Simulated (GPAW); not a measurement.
**Mo2C(OH)2 MXene monolayer: work function by functional and basis**

Wanted: work functions and dipole of Mo2C(OH)2 MXene monolayer, with the cost of each level.

Method: GPAW, PAW setups; layer in a repeated cell with vacuum, relaxation of atoms and in-plane cell, in the first sound run; inputs show where later runs differ, in GPAW 26.7.0.

**1. The starting structure**

The cell holds 7 atoms: 2 H, 2 O, 2 Mo and 1 C. Its edges and angles: a = 3.025 Å, b = 3.025 Å, c = 20.479 Å, α = 90.0°, β = 90.0°, γ = 120.0°. Vacuum lies along c.

**2. Relaxation**

Forces are removed first; all later runs use this geometry.

run.py reads:

```python
import json
import numpy as np
from ase import Atoms
from ase.filters import FrechetCellFilter
from ase.optimize import BFGS
from gpaw import GPAW, PW

slab = Atoms(
    ['H', 'O', 'Mo', 'C', 'Mo', 'O', 'H'],
    positions=[
        [-0.00000, 1.74633, 7.00000],
        [-0.00000, 1.74633, 7.98000],
        [1.51237, 0.87317, 9.04604],
        [0.00000, 0.00000, 10.23952],
        [-0.00000, 1.74633, 11.43300],
        [1.51237, 0.87317, 12.49904],
        [1.51237, 0.87317, 13.47904]],
    cell=[[3.02474, 0.0, 0.0], [-1.51237, 2.6195, 0.0], [0.0, 0.0, 20.479]],
    pbc=[True, True, True])

slab.calc = GPAW(mode=PW(600), xc='PBE', kpts={'size': (12, 12, 1), 'gamma': True},
                 occupations={'name': 'fermi-dirac', 'width': 0.05}, nbands='160%',
                 convergence={'density': 1e-05}, maxiter=200,
                 symmetry={'tolerance': 1e-3}, txt='slab.txt')
result = {}
# The in-plane cell is free; stress needs a cell that repeats along all three vectors
path = []
opt = BFGS(FrechetCellFilter(slab, mask=[1, 1, 0, 0, 0, 1]), maxstep=0.2)
opt.attach(lambda: path.append((slab.get_potential_energy(), slab.positions.tolist(), slab.get_forces().tolist())))
result['relaxed'] = bool(opt.run(fmax=0.02, steps=45))
result['path'] = path
result['cell'] = slab.cell.tolist()
print('in-plane lattice', slab.cell.cellpar().round(4)[[0, 1, 5]])
energy = slab.get_potential_energy()
fermi = slab.calc.get_fermi_level()
v = slab.calc.get_electrostatic_potential().mean((0, 1)) - fermi
n = slab.calc.get_pseudo_density().mean((0, 1))
L = slab.cell[2, 2]
z = np.arange(len(v)) * L / len(v)
low, high = slab.positions[:, 2].min(), slab.positions[:, 2].max()
below, above = np.interp([low - 4.8, high + 4.8], z, v)
slopes = [np.interp(x, z, np.gradient(v, z)) for x in (low - 4.8, high + 4.8)]
eps = np.array([[slab.calc.get_eigenvalues(k, s) for k in range(len(slab.calc.get_ibz_k_points()))]
                for s in range(slab.calc.get_number_of_spins())]) - fermi
top, bottom = eps[eps < 0].max(), eps[eps > 0].min()
dipole = slab.get_dipole_moment()[2]
print(f'energy {energy:.4f} eV, Fermi level {fermi:.4f} eV, dipole {dipole:.5f} e A')
print(f'potential 4.8 A off the faces, from the Fermi level: lower {below:.4f} eV, upper {above:.4f} eV')
print(f'slope of the potential there: lower {slopes[0]:.5f}, upper {slopes[1]:.5f} eV/A')
print(f'nearest levels on the mesh: {top:.4f} and {bottom:.4f} eV')
print('magnetic moment', round(slab.get_magnetic_moment(), 3))
result.update(energy=energy, fermi=fermi, dipole=dipole, below=below, above=above, slopes=slopes, edges=[top, bottom],
              z=z.tolist(), v=v.tolist(), n=n.tolist(), positions=slab.positions.tolist(),
              forces=slab.get_forces(apply_constraint=False).tolist(), moments=slab.get_magnetic_moments().tolist())
json.dump(result, open('result.json', 'w'))
```

Command:

```console
$ OMP_NUM_THREADS=1 OPENBLAS_NUM_THREADS=1 python run.py
```

Output:

```text
Step          Energy          fmax
BFGS:    0      -50.885324        3.925205
BFGS:    1      -51.499913        2.816235
BFGS:    2      -52.265916        1.568958
BFGS:    3      -51.244541        7.954979
BFGS:    4      -52.583101        1.121028
BFGS:    5      -52.649726        0.972033
BFGS:    6      -52.844202        0.350018
BFGS:    7      -52.876130        0.296209
BFGS:    8      -52.888636        0.220415
BFGS:    9      -52.906034        0.328723
BFGS:   10      -52.941935        0.541014
BFGS:   11      -52.998636        0.674377
BFGS:   12      -53.065866        0.893420
BFGS:   13      -53.090324        0.501299
BFGS:   14      -53.098594        0.013442
in-plane lattice [  3.2531   3.2531 120.    ]
energy -53.0867 eV, Fermi level 2.2511 eV, dipole 0.00066 e A
potential 4.8 A off the faces, from the Fermi level: lower 1.8622 eV, upper 1.8594 eV
slope of the potential there: lower -0.00666, upper 0.00790 eV/A
nearest levels on the mesh: -0.0014 and 0.0130 eV
magnetic moment 0.0
```

Elapsed: 12 min, on 1 thread of Intel Xeon 6975P-C (Granite Rapids), shared host; peak memory 0.56 GiB.

This run has no spin polarisation, although Mo can carry a moment.

Numbers from this step:

```yaml
dipole_along_the_normal: 6.63e-4 e·Å
levels_nearest_the_fermi_level_on_the_mesh: -0.001382, 0.01299 eV from the Fermi level
```

The electrostatic potential energy of an electron (without an applied field's), less the Fermi level, planar mean oscillates, so the rows of the table below give means over windows of 1.54 Å about each position, cut where the curve ends. Its maxima inside the range that stand out by 2 % of the span (Å: eV): 7.3: -0.0337, 8.4: -5.61, 9.9: -13.6, 10.6: -13.6, 12.1: -5.61, 13.1: -0.0420. Its minima: 7.0: -0.960, 8.0: -9.41, 9.3: -22.6, 10.2: -15.2, 11.2: -22.6, 12.5: -9.41, 13.5: -0.968.

Electrostatic potential energy of an electron (without an applied field's), less the Fermi level, planar mean against z; means over each step:

z (Å), electrostatic potential energy of an electron (without an applied field's), less the Fermi level, planar mean (eV) and a bar from the least value:
```
     0.77        1.9 ##############################
     2.31        1.9 ##############################
     3.85        1.8 ##############################
     5.39        1.5 #############################
     6.93       -0.4 ##########################
     8.47      -10.6 #########
    10.01      -16.1 
    11.55      -14.2 ###
    13.09       -3.0 ######################
    14.63        1.2 #############################
    16.17        1.8 ##############################
    17.71        1.9 ##############################
    19.25        1.9 ##############################
```

The pseudo valence density, planar mean oscillates, so the rows of the table below give means over windows of 1.19 Å about each position, cut where the curve ends. Its maxima inside the range that stand out by 2 % of the span (Å: e/Å³): 8.0: 0.838, 9.2: 1.55, 11.3: 1.55, 12.5: 0.838. Its minima: 8.5: 0.474, 10.2: 0.717, 11.9: 0.474.

Table of pseudo valence density, planar mean by z; means over each step:

z (Å), pseudo valence density, planar mean (e/Å³) and a bar:
```
     1.78       0.00 
     2.97       0.00 
     4.17       0.00 
     5.35       0.00 
     6.54       0.06 ##
     7.73       0.55 ###############
     8.93       0.97 ###########################
    10.12       0.83 #######################
    11.30       1.09 ##############################
    12.49       0.61 #################
    13.69       0.11 ###
    14.88       0.00 
    16.06       0.00 
    17.25       0.00 
    18.44       0.00
```

The relaxation lowered the energy of the cell by 2.23 eV (energies extrapolated to zero smearing; the optimiser's log prints free energies). The largest force left on a free atom is 0.013 eV/Å.

**3. The slab's potential**

The work function is the vacuum plateau of the electrostatic potential less the Fermi level; a dipole layer lets the two faces have plateaus of their own.

This step: GPAW, PAW setups; slab in vacuum (GPAW 26.7.0).

run.py reads:

```python
import json
import numpy as np
from ase import Atoms
from gpaw import GPAW, PW

slab = Atoms(
    ['H', 'O', 'Mo', 'C', 'Mo', 'O', 'H'],
    positions=[
        [-0.00000, 1.87816, 7.00000],
        [0.00000, 1.87816, 7.97514],
        [1.62653, 0.93908, 9.29078],
        [-0.00000, 0.00000, 10.24979],
        [-0.00000, 1.87816, 11.20881],
        [1.62653, 0.93908, 12.52445],
        [1.62653, 0.93908, 13.49959]],
    cell=[[3.25307, 0.0, 0.0], [-1.62653, 2.81724, 0.0], [0.0, 0.0, 20.4996]],
    pbc=[True, True, False])

slab.calc = GPAW(mode=PW(500), xc='PBE', kpts={'size': (12, 12, 1), 'gamma': True},
                 occupations={'name': 'fermi-dirac', 'width': 0.05}, nbands='160%',
                 convergence={'density': 1e-05}, maxiter=200,
                 poissonsolver={'dipolelayer': 'xy'},
                 symmetry={'tolerance': 1e-3}, txt='slab.txt')
result = {}
energy = slab.get_potential_energy()
fermi = slab.calc.get_fermi_level()
v = slab.calc.get_electrostatic_potential().mean((0, 1)) - fermi
n = slab.calc.get_pseudo_density().mean((0, 1))
L = slab.cell[2, 2]
z = np.arange(len(v)) * L / len(v)
low, high = slab.positions[:, 2].min(), slab.positions[:, 2].max()
below, above = np.interp([low - 4.8, high + 4.8], z, v)
slopes = [np.interp(x, z, np.gradient(v, z)) for x in (low - 4.8, high + 4.8)]
eps = np.array([[slab.calc.get_eigenvalues(k, s) for k in range(len(slab.calc.get_ibz_k_points()))]
                for s in range(slab.calc.get_number_of_spins())]) - fermi
top, bottom = eps[eps < 0].max(), eps[eps > 0].min()
dipole = slab.get_dipole_moment()[2]
print(f'energy {energy:.4f} eV, Fermi level {fermi:.4f} eV, dipole {dipole:.5f} e A')
print(f'potential 4.8 A off the faces, from the Fermi level: lower {below:.4f} eV, upper {above:.4f} eV')
print(f'slope of the potential there: lower {slopes[0]:.5f}, upper {slopes[1]:.5f} eV/A')
print(f'nearest levels on the mesh: {top:.4f} and {bottom:.4f} eV')
print('magnetic moment', round(slab.get_magnetic_moment(), 3))
result.update(energy=energy, fermi=fermi, dipole=dipole, below=below, above=above, slopes=slopes, edges=[top, bottom],
              z=z.tolist(), v=v.tolist(), n=n.tolist(), positions=slab.positions.tolist(),
              forces=slab.get_forces(apply_constraint=False).tolist(), moments=slab.get_magnetic_moments().tolist())
json.dump(result, open('result.json', 'w'))
```

Output:

```text
energy -52.3790 eV, Fermi level 2.2237 eV, dipole -0.00014 e A
potential 4.8 A off the faces, from the Fermi level: lower 1.8986 eV, upper 1.9021 eV
slope of the potential there: lower -0.00802, upper 0.00802 eV/A
nearest levels on the mesh: -0.0030 and 0.0144 eV
magnetic moment 0.0
```

Elapsed: 55 s, on 1 thread; peak memory 0.27 GiB.

This step gave:

- dipole along the normal: -1.38e-4 e·Å
- levels nearest the Fermi level on the mesh: -0.002986, 0.01442 eV from the Fermi level
- upper work function: 1.902 eV
- lower work function: 1.899 eV

The electrostatic potential energy of an electron (without an applied field's), less the Fermi level, planar mean oscillates, so the rows of the table below give means over windows of 1.52 Å about each position, cut where the curve ends. Its maxima inside the range that stand out by 2 % of the span (Å: eV): 7.3: -0.00445, 8.4: -5.68, 10.0: -13.5, 10.5: -13.5, 12.1: -5.67, 13.2: -0.00108. Its minima: 7.0: -0.932, 8.0: -9.46, 9.3: -22.6, 10.2: -15.2, 11.2: -22.6, 12.5: -9.46, 13.5: -0.929.

Electrostatic potential energy of an electron (without an applied field's), less the Fermi level, planar mean against z; means over each step:

z (Å), electrostatic potential energy of an electron (without an applied field's), less the Fermi level, planar mean (eV) and a bar from the least value:
```
     0.76        1.9 ##############################
     2.28        1.9 ##############################
     3.80        1.9 ##############################
     5.32        1.6 #############################
     6.84        0.0 ###########################
     8.36       -9.1 ############
     9.88      -16.7 
    11.40      -15.1 ###
    12.92       -3.7 #####################
    14.44        1.0 #############################
    15.96        1.8 ##############################
    17.48        1.9 ##############################
    19.00        1.9 ##############################
```

The pseudo valence density, planar mean oscillates, so the rows of the table below give means over windows of 1.33 Å about each position, cut where the curve ends. Its maxima inside the range that stand out by 2 % of the span (Å: e/Å³): 8.0: 0.833, 9.3: 1.59, 11.2: 1.59, 12.5: 0.833. Its minima: 8.5: 0.474, 10.2: 0.717, 12.0: 0.474.

Table of pseudo valence density, planar mean by z; means over each step:

z (Å), pseudo valence density, planar mean (e/Å³) and a bar:
```
     2.00       0.00 
     3.33       0.00 
     4.66       0.00 
     5.99       0.01 
     7.32       0.33 ##########
     8.64       0.83 ########################
     9.98       0.93 ###########################
    11.30       1.05 ##############################
    12.64       0.56 ################
    13.96       0.06 ##
    15.30       0.00 
    16.62       0.00 
    17.95       0.00
```

Force by atom:

| atom | x (eV/Å) | y (eV/Å) | z (eV/Å) | size |
| --- | --- | --- | --- | --- |
| H1 | 0.000 | 0.000 | -0.112 | 0.112 |
| O2 | 0.000 | 0.000 | 0.102 | 0.102 |
| Mo3 | 0.000 | 0.000 | 0.005 | 0.005 |
| C4 | 0.000 | 0.000 | 0.000 | 0.000 |
| Mo5 | 0.000 | 0.000 | -0.005 | 0.005 |
| O6 | 0.000 | 0.000 | -0.102 | 0.102 |
| H7 | 0.000 | 0.000 | 0.112 | 0.112 |

The potential is flat to 0.008 eV/Å where it is read, so the vacuum is wide enough.

**4. Self-consistent run: xc = "RPBE"**

The same geometry under RPBE, to see how far the functional moves the levels against the vacuum.

run.py: that of step 3 with these lines changed.

```diff
@@ -18,3 +18,3 @@
 
-slab.calc = GPAW(mode=PW(500), xc='PBE', kpts={'size': (12, 12, 1), 'gamma': True},
+slab.calc = GPAW(mode=PW(500), xc='RPBE', kpts={'size': (12, 12, 1), 'gamma': True},
                  occupations={'name': 'fermi-dirac', 'width': 0.05}, nbands='160%',
```

Output:

```text
energy -49.8735 eV, Fermi level 2.3388 eV, dipole -0.00014 e A
potential 4.8 A off the faces, from the Fermi level: lower 1.7916 eV, upper 1.7952 eV
slope of the potential there: lower -0.01108, upper 0.01108 eV/A
nearest levels on the mesh: -0.0050 and 0.0062 eV
magnetic moment 0.0
```

The job ended after 56 s (1 thread; peak memory 0.27 GiB).

This step gave:

- levels nearest the Fermi level on the mesh: -0.004950, 0.006239 eV from the Fermi level
- upper work function: 1.795 eV
- lower work function: 1.792 eV

The electrostatic potential energy of an electron (without an applied field's), less the Fermi level, planar mean oscillates, so the rows of the table below give means over windows of 1.52 Å about each position, cut where the curve ends. Its maxima inside the range that stand out by 2 % of the span (Å: eV): 7.3: -0.142, 8.4: -5.79, 10.0: -13.6, 10.5: -13.6, 12.1: -5.79, 13.2: -0.139. Its minima: 7.0: -1.07, 8.0: -9.59, 9.3: -22.6, 10.2: -15.3, 11.2: -22.6, 12.5: -9.59, 13.5: -1.06.

Electrostatic potential energy of an electron (without an applied field's), less the Fermi level, planar mean against z; means over each step:

z (Å), electrostatic potential energy of an electron (without an applied field's), less the Fermi level, planar mean (eV) and a bar from the least value:
```
     0.76        1.8 ##############################
     2.28        1.8 ##############################
     3.80        1.7 ##############################
     5.32        1.4 #############################
     6.84       -0.2 ###########################
     8.36       -9.2 ############
     9.88      -16.8 
    11.40      -15.2 ###
    12.92       -3.9 #####################
    14.44        0.9 #############################
    15.96        1.7 ##############################
    17.48        1.8 ##############################
    19.00        1.8 ##############################
```

The pseudo valence density, planar mean oscillates, so the rows of the table below give means over windows of 1.33 Å about each position, cut where the curve ends. Its maxima inside the range that stand out by 2 % of the span (Å: e/Å³): 8.0: 0.833, 9.3: 1.59, 11.2: 1.59, 12.5: 0.833. Its minima: 8.5: 0.473, 10.2: 0.716, 12.0: 0.473.

Pseudo valence density, planar mean against z; means over each step:

z (Å), pseudo valence density, planar mean (e/Å³) and a bar:
```
     2.00       0.00 
     3.33       0.00 
     4.66       0.00 
     5.99       0.01 
     7.32       0.33 ##########
     8.64       0.83 ########################
     9.98       0.93 ###########################
    11.30       1.05 ##############################
    12.64       0.56 ################
    13.96       0.06 ##
    15.30       0.00 
    16.62       0.00 
    17.95       0.00
```

Force by atom:

| atom | x (eV/Å) | y (eV/Å) | z (eV/Å) | size |
| --- | --- | --- | --- | --- |
| H1 | 0.000 | 0.000 | -0.109 | 0.109 |
| O2 | 0.000 | 0.000 | -0.169 | 0.169 |
| Mo3 | 0.000 | 0.000 | -0.048 | 0.048 |
| C4 | 0.000 | 0.000 | 0.000 | 0.000 |
| Mo5 | 0.000 | 0.000 | 0.048 | 0.048 |
| O6 | 0.000 | 0.000 | 0.169 | 0.169 |
| H7 | 0.000 | 0.000 | 0.109 | 0.109 |

The upper face's work function is 1.795 eV, against 1.902 eV in the first plane-wave PBE run at this geometry.

**5. Self-consistent run: xc = "vdW-DF2"**

The same geometry under vdW-DF2, to see how far the functional moves the levels against the vacuum (the van der Waals functionals take revPBE setups).

run.py: that of step 4 with these lines changed.

```diff
@@ -18,3 +18,3 @@
 
-slab.calc = GPAW(mode=PW(500), xc='RPBE', kpts={'size': (12, 12, 1), 'gamma': True},
+slab.calc = GPAW(mode=PW(500), xc='vdW-DF2', kpts={'size': (12, 12, 1), 'gamma': True},
                  occupations={'name': 'fermi-dirac', 'width': 0.05}, nbands='160%',
```

Output:

```text
energy -245.5383 eV, Fermi level 1.5920 eV, dipole -0.00014 e A
potential 4.8 A off the faces, from the Fermi level: lower 2.8394 eV, upper 2.8430 eV
slope of the potential there: lower -0.01544, upper 0.01545 eV/A
nearest levels on the mesh: -0.0161 and 0.0111 eV
magnetic moment 0.0
```

Elapsed: 5.3 min, on 1 thread; peak memory 0.46 GiB.

This step gave:

| Property | Result |
| --- | --- |
| dipole along the normal | -1.37e-4 e·Å |
| levels nearest the Fermi level on the mesh | -0.01611, 0.01110 eV from the Fermi level |
| upper work function | 2.843 eV |
| lower work function | 2.839 eV |

The upper face's work function is 2.843 eV, against 1.902 eV in the first plane-wave PBE run at this geometry.

**6. OptPBE vdW: xc = "optPBE-vdW"**

The same geometry under optPBE-vdW, to see how far the functional moves the levels against the vacuum (the van der Waals functionals take revPBE setups).

run.py: that of step 5 with these lines changed.

```diff
@@ -18,3 +18,3 @@
 
-slab.calc = GPAW(mode=PW(500), xc='vdW-DF2', kpts={'size': (12, 12, 1), 'gamma': True},
+slab.calc = GPAW(mode=PW(500), xc='optPBE-vdW', kpts={'size': (12, 12, 1), 'gamma': True},
                  occupations={'name': 'fermi-dirac', 'width': 0.05}, nbands='160%',
```

Output:

```text
energy -85.7352 eV, Fermi level 1.9086 eV, dipole -0.00014 e A
potential 4.8 A off the faces, from the Fermi level: lower 2.3297 eV, upper 2.3333 eV
slope of the potential there: lower -0.01026, upper 0.01026 eV/A
nearest levels on the mesh: -0.0101 and 0.0102 eV
magnetic moment 0.0
```

Run time: 67 s. Hardware: 1 thread; peak memory 0.45 GiB.

Numbers from this step:

- levels nearest the Fermi level on the mesh: -0.01012, 0.01021 eV from the Fermi level
- upper work function: 2.333 eV
- lower work function: 2.330 eV

The electrostatic potential energy of an electron (without an applied field's), less the Fermi level, planar mean oscillates, so the rows of the table below give means over windows of 1.61 Å about each position, cut where the curve ends. Its maxima inside the range that stand out by 2 % of the span (Å: eV): 7.3: 0.205, 8.4: -5.56, 10.0: -13.5, 10.5: -13.5, 12.1: -5.56, 13.2: 0.208. Its minima: 7.0: -0.685, 8.0: -9.29, 9.3: -22.5, 10.2: -15.2, 11.2: -22.5, 12.5: -9.29, 13.5: -0.681.

Table of electrostatic potential energy of an electron (without an applied field's), less the Fermi level, planar mean by z; means over each step:

| z (Å) | electrostatic potential energy of an electron (without an applied field's), less the Fermi level, planar mean (eV) |
| --- | --- |
| 0.81 | 2.34 |
| 2.42 | 2.33 |
| 4.02 | 2.25 |
| 5.63 | 1.79 |
| 7.24 | -1.90 |
| 8.85 | -13.6 |
| 10.46 | -16.2 |
| 12.07 | -9.91 |
| 13.68 | 0.252 |
| 15.29 | 2.01 |
| 16.90 | 2.29 |
| 18.51 | 2.33 |
| 20.12 | 2.34 |

The upper face's work function is 2.333 eV, against 1.902 eV in the first plane-wave PBE run at this geometry.

(Continued in part 2 of 2.)

[Logs are printed without paths, hosts, clocks, repeated set-up lines and the standing remarks that a program may print on its own settings, such as how far it seeks lower states.]

[Hosts, paths, dates, database ids (printed as entryN), source tags and the programs' standing remarks are cut or masked in the printed files.]
